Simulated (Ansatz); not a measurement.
**Bi2Te3 (Tellurobismuthite): a many-body input that goes wrong, and its mend**

A first try at the G0W0 gap of Bi2Te3 (Tellurobismuthite), what the program said, and an input that works.

Calculated with Ansatz 0.2.0; G0W0 on PBE, plane waves, PAW.

**1. The starting structure**

Symmetry: R-3m, No. 166, trigonal system. The conventional cell has a = 4.386 Å, b = 4.386 Å, c = 30.497 Å, α = 90.00°, β = 90.00°, γ = 120.00°. Bi has 6 Te at 3.07 to 3.25 Å nearest. Te has 6 Bi at 3.25 Å nearest. Nearest to Te lie 3 Bi at 3.07 Å. Farther neighbours and most contacts between anions are not listed.

The cell and positions come from the Crystallography Open Database and are kept as given unless a step says otherwise. Spin-orbit coupling is left out unless a step names it. The default PAW set here is soft_2. Its files were made with PBE.

**2. First try**

File input.yaml:

```yaml
crystal:
  lattice:
    - [2.193, 1.2661291403, 10.1656666667]
    - [-2.193, 1.2661291403, 10.1656666667]
    - [0.0, -2.5322582807, 10.1656666667]
  atoms:
    - { symbol: Bi, position: [0.4, 0.4, 0.4] }
    - { symbol: Bi, position: [0.6, 0.6, 0.6] }
    - { symbol: Te, position: [0.0, 0.0, 0.0] }
    - { symbol: Te, position: [0.2095, 0.2095, 0.2095] }
    - { symbol: Te, position: [0.7905, 0.7905, 0.7905] }
kpoints:
  mp_grid: { grid: [4, 4, 4] }
hamiltonian:
  xc: pbe
scf:
  occupations: { method: fixed }
gw:
  n_empty_bands: 275
  ecut_chi: 10
  qp_bands: [v2, c2]
  qp_kpoints: band_edges
  screening: { model: contour_deformation }
```

The run is started by

```sh
> ansatz run input.yaml --threads 3 --pin off --max-ram 92160MiB --backend cuda --events-out ev --progress --plain --runs-dir out --devices 1 --max-vram 13GiB
```

Numbers of over 12 decimals in the logs are rounded to 6 here.

The program printed:

```text
GPUs: using 1 of 1 available (devices: 1).
Engine: ansatz 0.2.0, x86_64-unknown-linux-gnu
Pseudopotentials: kind: paw
Pseudopotential: Bi, paw, valence charge 15, recommended cutoff 420 eV (normal), Bi.paw.azcp
Pseudopotential: Te, paw, valence charge 16, recommended cutoff 420 eV (normal), Te.paw.azcp
Functional definition: PBE
  parameter kappa = 0.804
  parameter beta = 0.066725
  exchange = pbe_x(kappa = kappa, mu = beta*pi^2/3)
  correlation = pbe_c(beta = beta)
device memory: the entry about to start is reckoned to put 4.8 GiB on a device that reports 64.6 GiB free (of which the cap on the GPU budget leaves the run 13.0 GiB)
GPU FFT provider: cuFFT
GPU libraries: cuBLAS 13.8.2, cuFFT 12.4.0, cuSOLVER 12.3.4
Crystal: 5 atoms, lattice volume = 169.357 Å³
Basis set: ecut = 420 eV, 3345 PW (Γ)
Bands: 47, of which v1, the nominal top of the filled ones, is band 39 counted from 1 (38 counted from 0)
Symmetry: 12 space group operations
Space group: R-3m (ITA 166), of the structure as read, at distance tolerance 5.5e-5 Å
k-points: 13 of 64
Non-local potential: Bi, projectors of the file, l = 0: 2, l = 1: 2, l = 2: 2, l = 3: 2
Non-local potential: Te, projectors of the file, l = 0: 2, l = 1: 2, l = 2: 2, l = 3: 2
PAW form: soft (Blöchl's): semilocal exchange-correlation on the pseudo side does not see the compensation charge
PAW one-centre angular grid: Bi, 590 points (default); XC on 64 Gauss nodes
PAW one-centre angular grid: Te, 590 points (default); XC on 64 Gauss nodes
Initial density: superposition of atomic densities (neutral atoms: chi_scale 0, normalization atom), corrected by the library's trained network
Initial wavefunctions: pseudopotential atomic-orbital guess
GPU buffer pool allocated for 373248 grid points (all kernels)
GPU transforms: local potential and band sums: pruned to the plane-wave sphere, on 72×72×72
Functional: x = pbe(κ = 0.804, μ = 0.219515), c = pbe(β = 0.066725)
SCF iter   1: F=—  HF=-45734.113925 eV  |F-HF|=—  |Δ(HF+E_count)|=         —  Δρ=1.01e-3  dr2=2.67e-3  ethr=1.77e-3  ⟨swp⟩=5.2  Hψ=2030  notcnv=0  defer=71
preconditioner: auto → Resta (q_TF=auto, 2.398 Å⁻¹)  ε∞=4.2  [insulator: Δε(μ)=0.295 eV  Ē_g=8.431 eV  n_scr=42 (ndim 8)  ℏωp=15.1 eV  f_vac=0.015  ε∞_Penn≈4.2]
SCF iter   2: F=—  HF=-45734.110771 eV  |F-HF|=—  |Δ(HF+E_count)|=   3.15e-3  Δρ=5.24e-4  dr2=5.06e-4  ethr=3.43e-6  ⟨swp⟩=2.9  Hψ=1308  notcnv=0  defer=76
SCF iter   3: F=—  HF=-45734.110949 eV  |F-HF|=—  |Δ(HF+E_count)|=   1.78e-4  Δρ=2.10e-4  dr2=7.17e-5  ethr=6.48e-7  ⟨swp⟩=2.0  Hψ=920  notcnv=0  defer=75
SCF iter   4: F=—  HF=-45734.111007 eV  |F-HF|=—  |Δ(HF+E_count)|=   5.82e-5  Δρ=7.22e-5  dr2=1.24e-5  ethr=9.20e-8  ⟨swp⟩=2.0  Hψ=769  notcnv=0  defer=62
SCF iter   5: F=—  HF=-45734.111013 eV  |F-HF|=—  |Δ(HF+E_count)|=   6.42e-6  Δρ=3.33e-5  dr2=8.34e-6  ethr=1.59e-8  ⟨swp⟩=2.0  Hψ=769  notcnv=0  defer=70
SCF iter   6: F=—  HF=-45734.111013 eV  |F-HF|=—  |Δ(HF+E_count)|=   2.07e-7  Δρ=9.86e-6  dr2=1.72e-7  ethr=1.07e-8  ⟨swp⟩=2.0  Hψ=644  notcnv=0  defer=71
SCF iter   7: F=-45734.111013 eV  HF=-45734.111013 eV  |F-HF|=1.02e-10  |Δ(HF+E_count)|=   2.63e-7  Δρ=2.79e-6  dr2=1.35e-8  ethr=1.28e-10  ⟨swp⟩=11.3  Hψ=2739  notcnv=0
SCF 1 converged in 7 iterations: F = -45734.111013 eV  dr2 = 1.35e-8
[...]
device memory: the entry about to start is reckoned to put 5.8 GiB (of the 5.9 GiB reckoned in all, the device holds 0.1 GiB already) on a device that reports 57.0 GiB free (of which the cap on the GPU budget leaves the run 13.0 GiB)
NSCF: frozen V_eff on 13 k-points
[...]
device memory: the entry about to start is reckoned to put 4.6 GiB on a device that reports 56.1 GiB free (of which the cap on the GPU budget leaves the run 13.0 GiB)
NSCF: frozen V_eff on 13 k-points
G₀W₀ screening: q 1/13
[... further progress lines ...]
device memory: the entry about to start is reckoned to put 1.4 GiB on a device that reports 60.5 GiB free (of which the cap on the GPU budget leaves the run 13.0 GiB)
NSCF: frozen V_eff on 1 k-points
device memory: the entry about to start is reckoned to put 1.4 GiB on a device that reports 60.4 GiB free (of which the cap on the GPU budget leaves the run 13.0 GiB)
NSCF: frozen V_eff on 1 k-points
device memory: the entry about to start is reckoned to put 1.4 GiB on a device that reports 60.3 GiB free (of which the cap on the GPU budget leaves the run 13.0 GiB)
NSCF: frozen V_eff on 1 k-points
SCF converged after 7 iterations
Free energy (F): -45734.111013 eV
Harris-Foulkes:  -45734.111013 eV  (|F-HF|=1.02e-10)
Internal energy: -45734.111013 eV  (E = F + TS)
E sigma→0 (E₀):  -45734.111013 eV
Fermi energy:    9.314846 eV
--- Per-component energies (eV) ---
  E_band       = -991.294221
  E_kinetic    = 1144.303925
  E_local      = -6864.172671  (includes V_loc(G=0)·N_el)
  E_nonlocal   = 191.572954
  E_hartree    = 3425.134528
  E_xc         = -676.467751
  E_vxc        = -601.883998  (∫ρ·V_xc dr)
  E_paw        = -35312.456866  (= ΣΔE_a)
  E_vpaw       = -1711.382687  (= ΣTr[D̂ρ^β])
  E_aug_tail   = -0.001460  (compensation charges beyond the density's cutoff)
  E_ewald      = -7642.023672
  E_smearing   = -0.000000  (= −TS)
  E_closure    = 0.000000  (closes the sum)
  Σ components = -45734.111013   (vs F -45734.111013, Δ=0.00e0)
--- Band table (eV; the first three rows and the last of 13) ---
  k-point 0: bands = [... 35 lower, 7.6072, 8.4498, 8.4498, 9.3148, 9.6120, 9.9675, 9.9675, 11.2870, ... 4 higher]
  k-point 1: bands = [... 35 lower, 7.2935, 8.3348, 8.4376, 8.7001, 10.3347, 10.7445, 10.7789, 11.8306, ... 4 higher]
  k-point 2: bands = [... 35 lower, 6.4065, 6.9024, 8.4003, 8.8063, 9.8946, 10.3731, 12.0634, 12.1010, ... 4 higher]
  k-point 12: bands = [... 35 lower, 7.9025, 8.1598, 8.1598, 8.8749, 10.1603, 10.4495, 10.4495, 10.9607, ... 4 higher]
--- G₀W₀: contour deformation, 8 samples at zero and on the imaginary axis and 1 off it, 64 q-points, 275 empty bands' worth ---
  eigenvalues of the whole cell's RPA ε∞ on this k-mesh (on a slab, of 1 + 4πα/V) = 51.2689, 51.2689, 58.3144; static W/v taken at q = 0 is 0.020554
  bands read: the sum over 314 bands ends inside a degenerate multiplet in 1 slot, whose members it reads at an even weight; the widest, k=12: bands 314 to 315 (counted from 1) at 1/2 each
  gw.qp_kpoints: band_edges: 8 of 13 stored k-points solved, in 1 pass; an edge of the gap read off the rows below is read off those points alone
    valence top: of the k-points left out ik 1 came nearest to being solved in a further pass, in band 39 (counted from 1, as in the quasiparticle table): it holds the edge there only if its correction is more favourable than any solved in that band by at least 0.615 eV; those differ by 0.166 eV
    conduction bottom: of the k-points left out ik 1 came nearest to being solved in a further pass, in band 40 (counted from 1, as in the quasiparticle table): it holds the edge there only if its correction is more favourable than any solved in that band by at least 0.679 eV; those differ by 0.119 eV
    ik  band        ε_KS         Σx   Σc(E_QP)       V_xc       Z   E_QP_lin       E_QP  E_QP is
     0    38      8.4498   -15.3293     1.7931   -13.8783  0.7786     8.7900     8.7919  root
     0    39      9.3148   -14.6093     0.7956   -14.3399  0.7910     9.8394     9.8411  root
     0    40      9.6120   -10.0424    -2.2146   -12.8399  0.8004    10.2054    10.1950  root
     0    41      9.9675   -10.0316    -2.2811   -12.8830  0.7932    10.5499    10.5377  root
     2    38      8.4003   -15.2981     1.7863   -13.8473  0.7784     8.7338     8.7358  root
     2    39      8.8063   -14.7723     1.1772   -14.0409  0.7887     9.2502     9.2520  root
     2    40      9.8946    -9.8159    -2.3271   -12.7273  0.7997    10.4894    10.4789  root
     2    41     10.3731    -9.9764    -2.3539   -12.9172  0.7918    10.9718    10.9599  root
     5    38      7.5378   -14.3934     1.8416   -12.8380  0.7707     7.8248     7.8240  root
     5    39      8.8376   -15.2386     1.3880   -14.2995  0.7883     9.2845     9.2865  root
     5    40     10.4650   -10.2117    -2.4583   -13.3286  0.7927    11.1382    11.1237  root
     5    41     11.6061   -10.7247    -2.8076   -14.2691  0.7749    12.3586    12.3429  root
     6    38      7.7669   -15.1143     2.1567   -13.2243  0.7543     8.0315     8.0337  root
     6    39      8.3572   -14.8921     1.5202   -13.7322  0.7816     8.7156     8.7176  root
[...]
11    41     10.4927    -9.8909    -2.3908   -12.8803  0.7939    11.1040    11.0913  root
    12    38      8.1598   -15.2913     1.9833   -13.6238  0.7681     8.4728     8.4756  root
    12    39      8.8749   -14.5522     1.0197   -14.0205  0.7852     9.3592     9.3629  root
    12    40     10.1603   -10.2181    -2.3968   -13.2340  0.7843    10.7816    10.7794  root
    12    41     10.4495   -10.2434    -2.4746   -13.3376  0.7801    11.0707    11.0691  root
```

The job ended after 28 s (1 × NVIDIA H100 80GB HBM3 (shared by 6 runs) with 3 threads of AMD EPYC 7R13 (Zen 3), shared host; peak memory 1.4 GiB).

**What went wrong?**

The run ended normally, though the input holds a fault or crude settings.

The fault: screening cutoff of 10 eV. Nearly all local fields and short-range correlation are left out.

It printed a gap of 0.35 eV, which is an artefact of the settings.

**3. A better input**

Now the one-shot GW correction: screening in the RPA, then the self-energy of the levels asked for.

Changes to input.yaml since step 2:

```diff
@@ -18,4 +18,4 @@
 gw:
-  n_empty_bands: 275
-  ecut_chi: 10
+  n_empty_bands: 505
+  ecut_chi: 120
   qp_bands: [v2, c2]
```

The program printed:

```text
GPUs: using 1 of 1 available (devices: 1).
[...]
GPU FFT provider: cuFFT
GPU libraries: cuBLAS 13.8.2, cuFFT 12.4.0, cuSOLVER 12.3.4
Crystal: 5 atoms, lattice volume = 169.357 Å³
Basis set: ecut = 420 eV, 3345 PW (Γ)
Bands: 47, of which v1, the nominal top of the filled ones, is band 39 counted from 1 (38 counted from 0)
[... 1 set-up line as in the run before ...]
[...]
k-points: 13 of 64
[...]
GPU buffer pool allocated for 373248 grid points (all kernels)
[...]
SCF iter   1: F=—  HF=-45734.113925 eV  |F-HF|=—  |Δ(HF+E_count)|=         —  Δρ=1.01e-3  dr2=2.67e-3  ethr=1.77e-3  ⟨swp⟩=5.2  Hψ=2030  notcnv=0  defer=71
[...]
SCF iter   7: F=-45734.111013 eV  HF=-45734.111013 eV  |F-HF|=1.02e-10  |Δ(HF+E_count)|=   2.63e-7  Δρ=2.79e-6  dr2=1.35e-8  ethr=1.28e-10  ⟨swp⟩=11.3  Hψ=2739  notcnv=0
SCF 1 converged in 7 iterations: F = -45734.111013 eV  dr2 = 1.35e-8
[...]
0    40      9.6120   -10.0424    -2.9030   -12.8399  0.7704     9.5066     9.5065  root
     0    41      9.9675   -10.0316    -2.9732   -12.8830  0.7590     9.8458     9.8456  root
     2    38      8.4003   -15.2981     1.0594   -13.8473  0.7384     8.0006     8.0089  root
     2    39      8.8063   -14.7723     0.4060   -14.0409  0.7497     8.4731     8.4808  root
     2    40      9.8946    -9.8159    -3.0166   -12.7273  0.7687     9.7894     9.7894  root
     2    41     10.3731    -9.9764    -3.0523   -12.9172  0.7571    10.2618    10.2615  root
     5    38      7.5378   -14.3934     1.2032   -12.8380  0.7317     7.1769     7.1856  root
[...]
11    41     10.4927    -9.8909    -3.0939   -12.8803  0.7606    10.3883    10.3881  root
    12    38      8.1598   -15.2913     1.2883   -13.6238  0.7282     7.7710     7.7806  root
    12    39      8.8749   -14.5522     0.2486   -14.0205  0.7482     8.5970     8.5918  root ?
    12    40     10.1603   -10.2181    -3.1342   -13.2340  0.7497    10.0422    10.0419  root
    12    41     10.4495   -10.2434    -3.2048   -13.3376  0.7445    10.3389    10.3390  root
[key lines of the parts left out:]
SCF converged after 7 iterations
Free energy (F): -45734.111013 eV
Fermi energy:    9.314846 eV
```

Elapsed: 91 s, on 1 × NVIDIA H100 80GB HBM3 (shared by 6 runs) with 3 threads; peak memory 2.1 GiB.

This step gave:

| Property | Result |
| --- | --- |
| bands summed | 544 |
| RPA ε∞ on this mesh (eigenvalues) | 47.41, 47.41, 54.44 |
| plane waves in the screening matrix | 505 |
| q-points in the mesh | 64 |
| G0W0 gap on the mesh | 0.4889 eV |
| k of the valence top | 0, 0, 0 |
| k of the conduction bottom | 0, 0, 0 |
| starting gap on the mesh | 0.2971 eV |
| Z at the valence top | 0.7526 |
| Z at the conduction bottom | 0.7704 |
| least direct G0W0 gap on the computed points | 0.4889 eV |

The gap on the mesh goes from 0.30 eV to 0.49 eV, a correction of +0.19 eV. The program marks an edge row as in doubt. Between the two edge states, bare exchange in place of the xc potential would open the gap by 3.07 eV, and correlation takes back 2.88 eV.

**4. What came out**

```
first try  : converged after 28 s
better run : G0W0 gap on the mesh 0.49 eV (4×4×4 mesh, 505 empty bands, screening to 120 eV)
```

**Reading.** The second run differs in: empty bands and screening cutoff (eV). Bands and cutoff are finite, so the gap is not at the basis limit. The miss can reach some tenths of an eV and take either sign; the mesh is an error of its own. Where an edge is built on 6p states of lead, bismuth or thallium, scalar-relativistic gaps usually stand too wide, by a few tenths to over one eV. With atoms this heavy and so narrow a gap, spin-orbit coupling can invert the bands. These scalar-relativistic gaps are then model values, not to be set against experiment, and a spin-orbit change taken from DFT can't simply be added. The RPA ε∞ on this mesh reaches over 25; with a narrow direct gap a coarse mesh can overstate it, and the correction is then too small. The program marks a band-edge row as in doubt, so the gap is less sure than its digits.

[Paths, hosts, dates, memory and timing lines, banners, echoed tables and standing remarks are left out of the program output.]

[Logs are printed without paths, hosts, clocks, repeated set-up lines and the standing remarks that a program may print on its own settings, such as how far it seeks lower states.]

[Runs of the session that timed out or met a known fault of the program may be left out.]

[Cells called generated may have been cut or substituted from an entry of the Crystallography Open Database or the Materials Project.]

[Hosts, paths, dates, database ids (printed as entryN), source tags and the programs' standing remarks are cut or masked in the printed files.]
